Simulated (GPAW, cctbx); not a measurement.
## Be3Bi: deformation density and structure factors from DFT

Question: by how much does bonding change the X-ray structure factors of Be3Bi, how firmly does DFT give the change, and what does a routine refinement make of it?

The start was made by putting kin elements into a known structure type; the compound need not exist, or be stable, in this form. All numbers below are calculated.

## Step 1: Relax the structure

The density hangs on the geometry, so cell and atoms are relaxed first, with the symmetry held. The cutoff is set higher than for the density because stress converges slowly with plane waves.

Settings: GPAW 26.7.0, PBE, 570 eV, 5×5×5 k-points, Fermi–Dirac width 0.1 eV, BFGS to 0.03 eV/Å.

```text
cell
1.0
     3.867000000    0.000000000    0.000000000
     0.000000000    3.867000000    0.000000000
     0.000000000    0.000000000    3.867000000
Bi Be
1 3
Direct
0.000000000 0.000000000 0.000000000
0.500000000 0.500000000 0.000000000
0.500000000 0.000000000 0.500000000
0.000000000 0.500000000 0.500000000
```

```console
$ OMP_NUM_THREADS=1 mpirun -n 4 gpaw python run.py > gpaw.log
```

```text
BFGS:    0      -12.230937        0.249679
BFGS:    1      -12.233576        0.231424
BFGS:    2      -12.249939        0.003208
cell  3.9145 3.9145 3.9145  90.00 90.00 90.00
volume 59.981 A^3, largest force 0.000 eV/A, largest stress 0.03 GPa
```

After 2 steps the volume has changed by +3.7 % and the energy by -0.019 eV; the largest stress left is 0.03 GPa. It took 15 s on 4 cores of Intel(R) Xeon(R) Platinum 8488C (Sapphire Rapids) (shared host), peak memory 0.7 GiB.

Relaxed structure: Pm-3m (no. 221), a = 3.9145 Å, b = 3.9145 Å, c = 3.9145 Å, α = 90.00°, β = 90.00°, γ = 90.00°.

```csv
atom,mult.,x,y,z
Bi1,1,0,0,0
Be1,3,1/2,1/2,0
```

## Step 2: Density and charge transfer

X-rays see the whole electron density, so the PAW density is rebuilt with its core regions. Subtracting spherical free atoms from the same code cancels the cores and leaves the deformation density Δρ, the part due to bonding.

Settings: PBE, 450 eV, 6×6×6 k-points, Fermi–Dirac width 0.1 eV; primitive cell of 4 atoms.

```console
$ OMP_NUM_THREADS=1 mpirun -n 4 gpaw python run.py > gpaw.log
```

```text
|iter:   1|       0s |  -12.335463 | -0.22 |       |
|iter:   2|       0s |  -12.316442 | -2.76 | -1.45 |
|iter:   3|       1s |  -12.242398 | -2.41 | -1.48 |
...
|iter:   6|       2s |  -12.248164c| -5.66 | -3.23 |
|iter:   7|       2s |  -12.248164c| -6.45 | -4.00 |
|iter:   8|       2s |  -12.248164c| -7.56c| -4.85c|
```

```text
grid (40, 40, 40)  electrons 95.000  moved by bonding 0.338 e
deformation density beyond 0.5 A of the nuclei: max 0.024, min -0.050 e/A^3
atom        x       y       z   Voronoi charge  moment
Bi1    0.0000  0.0000  0.0000      0.111       0.00
Be2    0.5000  0.5000  0.0000     -0.037       0.00
Be3    0.5000  0.0000  0.5000     -0.037       0.00
Be4    0.0000  0.5000  0.5000     -0.037       0.00
mean inner potential of superposed free atoms 17.777 V
total magnetic moment 0.000 muB
```

Deformation density in a plane through the shortest contact of the Bi atom at the origin, in 0.01 e/Å³ (clipped at ±99); x from -1.6 to 4.4 Å, y from 2.4 down to -2.4 Å:

```text
 -1   1  -1   0   .   1  -1   1  -1  -2  -4   .  -5  -2   0   1
 -1   0  -1  -1  -1  -1  -1   0  -1  -3  -2  -2  -2  -3  -1   0
 -1  -1  -1   0   1   0   0  -1  -1  -1  -1   0  -1  -1  -1  -1
 -1  -1  -1   0   0   0  -1  -1  -1   0   1   1   0  -1  -1  -1
 -1  -1  -3  -2  -2  -2  -3  -1  -1  -1  -1  -1  -1  -1  -1  -1
  0   0  -2  -5   .  -5  -2  -1   0  -1   0   .   0  -1   0  -1
  1   0  -2   .   .   .  -2   0   1  -1   .   .   .  -1   1   0
  0   0  -2  -5   .  -5  -2  -1   0  -1   0   .   0  -1   0  -1
 -1  -1  -3  -2  -2  -2  -3  -1  -1  -1  -1  -1  -1  -1  -1  -1
 -1  -1  -1   0   0   0  -1  -1  -1   0   1   1   0  -1  -1  -1
 -1  -1  -1   0   1   0   0  -1  -1  -1  -1   0  -1  -1  -1  -1
 -1   0  -1  -1  -1  -1  -1   0  -1  -3  -2  -2  -2  -3  -1   0
 -1   1  -1   0   .   1  -1   1  -1  -2  -4   .  -5  -2   0   1
```

Atoms in or within 0.15 Å of the plane: Bi (0.0, 0.0), Be (2.8, 0.0) Å. Dots mark points within about 0.45 Å of a nucleus; large values next to them are atomic features.

Be gains most (-0.04 e) and Bi loses most (+0.11 e), which isn't the order of electronegativity: valence and coordination count too, and Voronoi cells cut space at the midplane whatever the atoms' sizes. Along the shortest contact from the Bi atom at the map's origin, Bi–Be at 2.77 Å, Δρ is +0.01 e/Å³ at the midpoint: little piles up between the atoms, as is usual in a metallic crystal, which this run finds. At the midpoints of other shortest contacts it is +0.01 (Be–Be, 2.77 Å) e/Å³. Point values carry grid noise of about 0.01 e/Å³. The run needed 8 iterations, 8.6 s.

## Step 3: From the density to structure factors

The Fourier components of Δρ, added to those of the free atoms, give the static X-ray structure factors; the Mott–Bethe relation turns them into the Fourier components V of the potential that fast electrons feel.

```text
static structure factors of the conventional cell: F in electrons, V (Mott-Bethe) in volts
   h  k  l      d  |F| table  |F| free   |F| DFT   change   |V| free  |V| DFT  change %
   0  1  0  3.9145    73.507    73.436    73.324   -0.112     6.515    6.646      2.0
   0  1  1  2.7680    69.611    69.563    69.547   -0.017     5.525    5.535      0.2
   1  1  1  2.2600    74.317    74.312    74.260   -0.052     8.075    8.095      0.3
   0  2  0  1.9573    71.208    71.194    71.012   -0.182     6.969    7.022      0.8
   0  2  1  1.7506    61.761    61.756    61.747   -0.010     4.038    4.040      0.1
   1  2  1  1.5981    59.818    59.816    59.841    0.024     3.744    3.739     -0.1
   0  2  2  1.3840    62.853    62.814    62.870    0.056     4.711    4.703     -0.2
   1  2  2  1.3048    55.104    55.093    55.113    0.020     3.110    3.108     -0.1
   0  3  0  1.3048    55.104    55.093    55.108    0.015     3.110    3.108     -0.1
   0  3  1  1.2379    53.803    53.788    53.797    0.010     2.952    2.951     -0.0
   1  3  1  1.1803    58.537    58.491    58.519    0.027     3.886    3.883     -0.1
   2  2  2  1.1300    57.306    57.260    57.299    0.039     3.683    3.679     -0.1
   0  3  2  1.0857    50.457    50.436    50.441    0.006     2.573    2.572     -0.0
   1  3  2  1.0462    49.492    49.470    49.478    0.008     2.470    2.469     -0.0
```

The largest X-ray change is -0.18 e on 020, 0.3 % of |F|. For electrons V goes as (Z − F)/g², so a change of F counts against Z − F, which is small at low angle and wherever the atoms' terms cancel: |V| of 010 moves by +2.0 % (6.51 to 6.65 V) against -0.2 % in |F|. The tabulated Hartree–Fock atoms differ from the free DFT atoms by up to 0.07 e, so the choice of reference atom matters too.

## Step 4: Which functional?

The same geometry is run with other functionals, to see whether the bonding signal is larger than the spread between approximations. Free atoms are LDA for LDA and PBE otherwise. Any other changed setting is in the row's label.

| run | ΔF 020 (e) | ΔF 010 (e) | ΔF 022 (e) | q(Be) (e) | moved (e) | time |
| --- | --- | --- | --- | --- | --- | --- |
| PBE | -0.182 | -0.112 | +0.056 | -0.037 | 0.338 | 8.6 s |
| LDA | -0.177 | -0.107 | +0.049 | -0.033 | 0.325 | 5.4 s |
| RPBE | -0.188 | -0.114 | +0.062 | -0.039 | 0.344 | 5.6 s |

At the base's settings ΔF(020) spans -0.188 to -0.177 e, a spread of 6 % of the PBE value; over the three listed reflections the spread is at most 23 %, so sign and size hold across the functionals. Times are from shared hosts.

## Step 5: What a spherical-atom refinement makes of it

Routine crystallography fits spherical atoms. To see the bias, intensities are simulated from tabulated atoms plus the DFT change ΔF, so that bonding alone can misfit (2776 reflections of the full sphere, merged to the counts below, to 0.45 Å, 1 % proportional noise plus counting noise, assumed isotropic U as listed, Δρ smeared by the mean U) and refined with cctbx over different ranges.

| range | data | R1 | GooF | U Bi1 (true 0.0037) | U Be1 (true 0.0093) | largest shift (Å) | Δρ max, min (e/Å³) |
| --- | --- | --- | --- | --- | --- | --- | --- |
| all data | 100 | 0.0013 | 0.94 | 0.0037 | 0.0096 | 0.0000 | 0.11, -0.17 |
| low resolution, d > 0.84 | 22 | 0.0015 | 0.99 | 0.0037 | 0.0097 | 0.0000 | 0.13, -0.10 |
| high order, d < 0.75 | 70 | 0.0012 | 0.93 | 0.0037 | 0.0096 | 0.0000 | 0.11, -0.13 |
| occupancies free, d > 0.7 | 33 | 0.0014 | 1.02 | 0.0037 | 0.0105 | 0.0000 | 0.12, -0.08 |

With all data GooF is 0.94, so at this noise the bonding hardly shows; the top residual peak, near noise level, lies 0.40 Å from Be and 2.50 Å from Be. No U is off by more than 3 s.u. at low resolution. Symmetry fixes every coordinate, so the shifts are zero by construction. With Bi1 held at 1 and the scale free, the other occupancies refine to Be1 1.018(0.015), within three s.u. of full.

## Step 6: Answer

Bonding moves 0.34 e in the primitive cell of Be3Bi and changes the structure factors of the conventional cell in the table above by at most 0.18 e (020, 0.3 %). The shortest bond, Bi–Be, has Δρ = +0.01 e/Å³ at its midpoint, with no localised bond charge. At the base's settings ΔF(020) spans -0.188 to -0.177 e, a spread of 6 % of the PBE value; over the three listed reflections the spread is at most 23 %, so sign and size hold across the functionals. With all data GooF is 0.94, so at this noise the bonding hardly shows. Limits: static density, frozen cores, no spin–orbit coupling.

[Outputs are excerpts: Python notices, other lines and further rows are left out; steps that failed or that the build refused (PBEsol, TPSS) are not shown.]

[Logs are printed without paths, hosts, clocks, repeated set-up lines and the standing remarks that a program may print on its own settings, such as how far it seeks lower states.]
